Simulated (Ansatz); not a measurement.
# B2Pd (built on the sites of a database entry of Ga2Pt): a soft mode frozen in

Wanted: the energy along a soft mode of B2Pd (built on the sites of a database entry of Ga2Pt) and the structure at the end.

Program: Ansatz 0.2.0. Level of theory: DFT PBEsol, scalar-relativistic, plane waves, norm-conserving pseudopotentials. Results are calculated unless marked as measured.

This is a report of a sequence of runs, with most program output left out.

The structure was built from a prototype and need not be the compound's stable phase.

## (1) The starting structure

Symmetry: Fm-3m, No. 225, cubic system. The conventional cell has a = 5.006 Å, b = 5.006 Å, c = 5.006 Å, α = 90.00°, β = 90.00°, γ = 90.00°. B has 4 Pd at 2.17 Å nearest. Nearest to Pd lie 8 B at 2.17 Å. Farther neighbours are not listed.

## (2) The dispersion

The cell comes from relaxations at this level that are not shown. Stability and thermal properties need the whole zone. Linear response on a 4×4×4 q mesh gives force constants as far as a supercell of that size would.

input.yaml reads:

```yaml
crystal:
  lattice:
    - [0.0, 2.5027582936, 2.5027582936]
    - [2.5027582936, 0.0, 2.5027582936]
    - [2.5027582936, 2.5027582936, 0.0]
  atoms:
    - { symbol: B, position: [0.25, 0.25, 0.25] }
    - { symbol: B, position: [0.75, 0.75, 0.75] }
    - { symbol: Pd, position: [0.0, 0.0, 0.0] }
kpoints:
  mp_grid: { grid: [12, 12, 12] }
hamiltonian:
  xc: pbesol
  pseudopotentials: { kind: nc }
scf:
  occupations: { method: methfessel_paxton, width: 0.15 }
output:
  eigenvalues: true
phonons:
  method: dfpt
  qmesh: [4, 4, 4]
  temperatures: { t_max: 1000, t_step: 50 }
  qpath:
    path:
      - [[0.0, 0.0, 0.0], [0.5, 0.0, 0.5], [0.625, 0.25, 0.625]]
      - [[0.375, 0.375, 0.75], [0.0, 0.0, 0.0], [0.5, 0.5, 0.5], [0.5, 0.25, 0.75], [0.5, 0.0, 0.5]]
    npoints: 10
```

On the command line:

```console
ansatz run input.yaml --threads 4 --pin off --max-ram 7168MiB --backend cpu --events-out ev --progress --plain --runs-dir out
```

The job ended after 13 min (4 threads of Arm Neoverse V2, shared host; peak memory 5 GiB; 51 min of CPU time).

Numbers from this step:

```
volume per atom                                         : 10.45 Å³
gap on the k-mesh                                       : 0 eV
sum-rule residual before enforcement                    : 5.04e-4 eV/Å²
lowest frequency on the path                            : -266.4 cm⁻¹
point group                                             : m-3m
highest frequency on the path or at a solved wavevector : 488.3 cm⁻¹
highest optical mode at the zone centre (no LO-TO term) : 382.6 cm⁻¹
lowest optical zone-centre mode                         : 200.3 cm⁻¹
lowest mode on the q mesh (acoustic modes at Γ apart)   : -266.4 cm⁻¹
```

Frequencies (cm⁻¹) solved at each irreducible wavevector; negative means imaginary. Frequencies by wavevector, by row:

| q in reciprocal lattice units | star | mode 1 | mode 2 | mode 3 | mode 4 | mode 5 | mode 6 | mode 7 | mode 8 | mode 9 |
| --- | --- | --- | --- | --- | --- | --- | --- | --- | --- | --- |
| 0 0 0 | 1 | 0 | 0 | 0 | 200.3 | 200.3 | 200.3 | 382.6 | 382.6 | 382.6 |
| 0 0 0.25 | 8 | -166.4 | -126.1 | -126.1 | 272 | 272 | 298.4 | 388.8 | 388.8 | 416.4 |
| 0 0 -0.5 | 4 | -123 | -123 | -100.8 | 347.1 | 369.7 | 369.7 | 401.5 | 401.5 | 462.2 |
| 0 0.25 0.25 | 6 | -185.6 | -185.6 | 118.4 | 285.4 | 321.5 | 321.5 | 351.5 | 426.6 | 426.6 |
| 0 0.25 -0.5 | 24 | -231.6 | -178 | 109 | 324.1 | 333.9 | 334.8 | 370.4 | 439 | 460.1 |
| 0 0.25 -0.25 | 12 | -146.9 | -140.8 | -104.5 | 344.7 | 348.3 | 354.1 | 395.8 | 435.4 | 447.4 |
| 0 -0.5 -0.5 | 3 | -193.7 | -193.7 | 174.8 | 337.9 | 337.9 | 342.1 | 400.8 | 466.1 | 466.1 |
| 0.25 -0.5 -0.25 | 6 | -266.4 | 73.8 | 73.8 | 338.3 | 363 | 364.9 | 407.7 | 407.7 | 488.3 |

Interpolated from a 4×4×4 q mesh. Phonon branches along the path, in cm⁻¹:

| point | branch 1 | branch 2 | branch 3 | branch 4 | branch 5 | branch 6 | branch 7 | branch 8 | branch 9 |
| --- | --- | --- | --- | --- | --- | --- | --- | --- | --- |
| Γ | 0 | 0 | 0 | 200 | 200 | 200 | 383 | 383 | 383 |
| halfway | -186 | -186 | 118 | 285 | 322 | 322 | 352 | 427 | 427 |
| X | -194 | -194 | 175 | 338 | 338 | 342 | 401 | 466 | 466 |
| halfway | -217 | -189 | 164 | 337 | 338 | 344 | 380 | 460 | 472 |
| U | -235 | -178 | 129 | 336 | 336 | 357 | 367 | 451 | 473 |
| jump to K | -235 | -178 | 129 | 336 | 336 | 357 | 367 | 451 | 473 |
| halfway | -159 | -120 | -115 | 316 | 316 | 324 | 369 | 424 | 431 |
| Γ | 0 | 0 | 0 | 200 | 200 | 200 | 383 | 383 | 383 |
| halfway | -166 | -126 | -126 | 272 | 272 | 298 | 389 | 389 | 416 |
| L | -123 | -123 | -101 | 347 | 370 | 370 | 402 | 402 | 462 |
| halfway | -227 | -94 | -76 | 333 | 343 | 347 | 403 | 421 | 466 |
| W | -266 | 74 | 74 | 338 | 363 | 365 | 408 | 408 | 488 |
| halfway | -240 | -160 | 154 | 337 | 347 | 349 | 372 | 453 | 478 |
| X | -194 | -194 | 175 | 338 | 338 | 342 | 401 | 466 | 466 |

Symmetry leaves 8 wavevectors to solve. The lowest mode among them, the acoustic zeros apart, lies at q = (0.25, -0.5, -0.25) and is imaginary, 266.4i cm⁻¹, so the energy falls along it.

## (3) The mode frozen in, largest atomic shift 0 Å

The mode followed lies at q = (0.25, -0.5, -0.25) with frequency 266.4i cm⁻¹, the softest among the wavevectors solved. At small amplitude the distorted cell has space group no. 141 by a symmetry search on the positions. The undistorted cell that holds it gives the zero of energy on the same k mesh.

System of this step: B2Pd (built on the sites of a database entry of Ga2Pt). It takes space group Fm-3m (No. 225, cubic). Conventional cell: a = 5.006 Å, b = 5.006 Å, c = 5.006 Å, α = 90.00°, β = 90.00°, γ = 90.00°. B has 4 Pd at 2.17 Å nearest. Nearest to Pd lie 8 B at 2.17 Å. Farther neighbours are not listed.

input.yaml reads:

```yaml
crystal:
  lattice:
    - [0.0, 0.0, -5.0055165873]
    - [5.0055165873, 0.0, 0.0]
    - [2.5027582936, -5.0055165873, -2.5027582936]
  atoms:
    - { symbol: B, position: [0.625, 0.625, 0.25] }
    - { symbol: B, position: [0.125, 0.125, 0.25] }
    - { symbol: B, position: [0.375, 0.875, 0.75] }
    - { symbol: B, position: [0.875, 0.375, 0.75] }
    - { symbol: B, position: [0.375, 0.375, 0.75] }
    - { symbol: B, position: [0.875, 0.875, 0.75] }
    - { symbol: B, position: [0.125, 0.625, 0.25] }
    - { symbol: B, position: [0.625, 0.125, 0.25] }
    - { symbol: Pd, position: [0.75, 0.25, 0.5] }
    - { symbol: Pd, position: [0.25, 0.75, 0.5] }
    - { symbol: Pd, position: [0.5, 0.5, 0.0] }
    - { symbol: Pd, position: [1.0, 0.0, 1.0] }
kpoints:
  mp_grid: { grid: [8, 8, 8] }
hamiltonian:
  xc: pbesol
  pseudopotentials: { kind: nc }
scf:
  occupations: { method: methfessel_paxton, width: 0.15 }
output:
  forces: true
  stress: true
  eigenvalues: true
```

The job ended after 25 s (4 threads; peak memory 1.6 GiB).

This step gave:

```yaml
pressure: -0.1379 GPa
energy_from_the_undistorted_cell: 0 meV/atom
```

The run ends at a pressure of -0.14 GPa.

## (4) The mode frozen in, largest atomic shift 0.32 Å

The atoms are moved along the unstable eigenvector, the largest shift by 0.32 Å, with the cell fixed.

input.yaml reads:

```yaml
crystal:
  lattice:
    - [0.0, 0.0, -5.0055165873]
    - [5.0055165873, 0.0, 0.0]
    - [2.5027582936, -5.0055165873, -2.5027582936]
  atoms:
    - { symbol: B, position: [0.5610705345, 0.625, 0.25] }
    - { symbol: B, position: [0.1889294655, 0.125, 0.25] }
    - { symbol: B, position: [0.375, 0.9389294655, 0.75] }
    - { symbol: B, position: [0.875, 0.3110705345, 0.75] }
    - { symbol: B, position: [0.375, 0.3110705345, 0.75] }
    - { symbol: B, position: [0.875, 0.9389294655, 0.75] }
    - { symbol: B, position: [0.1889294655, 0.625, 0.25] }
    - { symbol: B, position: [0.5610705345, 0.125, 0.25] }
    - { symbol: Pd, position: [0.7649666316, 0.2649666316, 0.4700667368] }
    - { symbol: Pd, position: [0.2350333684, 0.7350333684, 0.5299332632] }
    - { symbol: Pd, position: [0.5149666316, 0.5149666316, -0.0299332632] }
    - { symbol: Pd, position: [0.9850333684, -0.0149666316, 1.0299332632] }
kpoints:
  mp_grid: { grid: [8, 8, 8] }
hamiltonian:
  xc: pbesol
  pseudopotentials: { kind: nc }
scf:
  occupations: { method: methfessel_paxton, width: 0.15 }
output:
  forces: true
  stress: true
  eigenvalues: true
  write_density: true
  write_potential: true
  elf: true
  volumetric_format: npy
```

Run time: 39 s. Hardware: 4 threads; peak memory 1.6 GiB.

Numbers from this step:

| Item | Value |
| --- | --- |
| pressure | -0.1208 GPa |
| energy from the undistorted cell | -160.8 meV/atom |

The energy, extrapolated to zero smearing, is -160.79 meV/atom against the undistorted cell.

The run ends at a pressure of -0.12 GPa, with forces up to 3.6 eV/Å.

## (5) Energy along the mode, all amplitudes (two of the runs are shown above)

An imaginary frequency means negative curvature, so the energy should fall and then rise again as anharmonic terms take over.

Numbers from this step:

```
depth at the lowest point sampled  : 160.8 meV/atom
largest atomic shift at that point : 0.32 Å
```

The energy from the parent by largest atomic shift:

| largest atomic shift (Å) | energy from the parent (meV/atom) |
| --- | --- |
| 0.000 | 0 |
| 0.040 | -3.07 |
| 0.080 | -12.3 |
| 0.140 | -40.6 |
| 0.220 | -96.1 |
| 0.320 | -161 |
| 0.450 | -107 |
| 0.600 | 663 |

Displacement at unit largest shift by atom:

| atom | x (Å) | y (Å) | z (Å) | size |
| --- | --- | --- | --- | --- |
| B1 | 0.00 | 0.00 | 1.00 | 1.00 |
| B2 | 0.00 | 0.00 | -1.00 | 1.00 |
| B3 | 1.00 | 0.00 | 0.00 | 1.00 |
| B4 | -1.00 | 0.00 | 0.00 | 1.00 |
| B5 | -1.00 | 0.00 | 0.00 | 1.00 |
| B6 | 1.00 | 0.00 | 0.00 | 1.00 |
| B7 | 0.00 | 0.00 | -1.00 | 1.00 |
| B8 | 0.00 | 0.00 | 1.00 | 1.00 |
| Pd9 | 0.00 | 0.47 | 0.00 | 0.47 |
| Pd10 | 0.00 | -0.47 | 0.00 | 0.47 |
| Pd11 | 0.00 | 0.47 | 0.00 | 0.47 |
| Pd12 | 0.00 | -0.47 | 0.00 | 0.47 |

The lowest of the steps tried is at 0.32 Å, 161 meV/atom below the parent; the bottom of the well need not coincide with a step.

## (6) Relaxing from the distorted cell

Starting from the lowest point found, all atoms and the cell are let go, so that strain and other modes of the same symmetry can join in.

input.yaml, as its differences from that of step 4:

```diff
@@ -29,5 +29,6 @@
   eigenvalues: true
-  write_density: true
-  write_potential: true
-  elf: true
-  volumetric_format: npy
+relax:
+  adjacent_minimum: "off"
+  f_tol: 0.002
+  max_steps: 120
+  cell: { stress_tol: 0.03 }
```

Wall time 4.6 min (4 threads); peak memory 1.6 GiB; 18 min of CPU time.

The steps of the relaxation:

| step | energy less that of the first step (eV) | largest force component (eV/Å) | pressure (GPa) | volume (Å³) |
| --- | --- | --- | --- | --- |
| 1 | 0.0000 | 3.5917 | -0.12 | 125.41 |
| 2 | -1.5185 | 2.0718 | 1.87 | 120.34 |
| 3 | -2.1185 | 0.1107 | 1.33 | 118.88 |
| 4 | -2.2212 | 0.2280 | 0.37 | 120.07 |
| 5 | -2.2661 | 0.0191 | 0.39 | 120.70 |
| 6 | -2.2652 | 0.0098 | -0.80 | 121.35 |
| 7 | -2.2664 | 0.0087 | 0.05 | 120.89 |
| 8 | -2.2665 | 0.0015 | 0.00 | 120.95 |
| 9* | -2.2664 | 0.0015 | 0.00 | 120.95 |

Relaxation steps marked * repeat the geometry before them on a plane-wave basis chosen anew for their cell, so energy and pressure can jump there. Relaxation step 6 was tried and not accepted.

Forces are held to the 16 operations that the run works with; a distortion that breaks them can't arise in this run.

| conventional cell, symmetrised | before | after | change |
| --- | --- | --- | --- |
| a (Å) | 5.006 | 4.873 | -2.6 % |
| b (Å) | 5.006 | 4.873 | -2.6 % |
| c (Å) | 10.011 | 10.186 | +1.7 % |
| volume (Å³/atom) | 10.45 | 10.08 | -3.6 % |

The atoms that moved most (Å, as changes of fractional coordinates times the final cell):

| atom | dx | dy | dz | length |
| --- | --- | --- | --- | --- |
| Pd9 | 0.000 | 0.289 | 0.000 | 0.289 |
| Pd10 | 0.000 | -0.289 | 0.000 | 0.289 |
| Pd11 | 0.000 | 0.289 | 0.000 | 0.289 |
| Pd12 | 0.000 | -0.289 | 0.000 | 0.289 |
| B4 | -0.057 | 0.000 | 0.000 | 0.057 |
| B7 | 0.000 | 0.000 | -0.057 | 0.057 |
| B5 | -0.057 | 0.000 | 0.000 | 0.057 |
| B2 | 0.000 | 0.000 | -0.057 | 0.057 |

Final coordinates:

```
B Pd
1.0
     0.00000    0.00000   -4.87312
     4.87312    0.00000    0.00000
     2.43656   -5.09301   -2.43656
B Pd
8 4
Direct
  0.54941 0.62500 0.25000
  0.20059 0.12500 0.25000
  0.37500 0.95059 0.75000
  0.87500 0.29941 0.75000
  0.37500 0.29941 0.75000
  0.87500 0.95059 0.75000
  0.20059 0.62500 0.25000
  0.54941 0.12500 0.25000
  0.79330 0.29330 0.41340
  0.20670 0.70670 0.58660
  0.54330 0.54330 0.91340
  0.95670 0.95670 0.08660
```

This step gave:

- pressure: -0.004364 GPa
- volume per atom: 10.08 Å³

The distorted start has space group I4_1/amd; the relaxation ends in I4_1/amd.

## (7) Summary of results

- unstable mode of the parent: q = (0.25, -0.5, -0.25), 266i cm⁻¹
- depth at the lowest point sampled: 161 meV/atom
- largest atomic shift at that point: 0.32 Å
- space group reached (within 0.01 Å): I4_1/amd
- energy gained over the parent (first relaxation, on the mesh of the frozen mode): 350 meV/atom
- volume per atom, phase reached: 10.1 Å³

What this shows: Along this mode the structure falls into I4_1/amd, 350 meV/atom below the parent. At the parent's cell the well is 160.8 meV/atom deep on the steps tried, with its lowest point at a shift of 0.32 Å. Relaxing atoms and cell changes the gain by +188.91 meV/atom against the lowest step (energies at zero smearing). The modes of the phase reached were not computed on this path. Each path keeps the symmetry of its pattern, so a lower phase may lie along a pattern not tried. With no gap, or one that is small against the smearing, the frequencies hang on the k mesh and the smearing, most of all near Kohn anomalies. The starting cell was built on a prototype and not taken from a measurement, so the phase need not exist.

[Logs are printed without paths, hosts, clocks, repeated set-up lines and the standing remarks that a program may print on its own settings, such as how far it seeks lower states.]

[Hosts, paths, dates, database ids (printed as entryN), source tags and the programs' standing remarks are cut or masked in the printed files.]
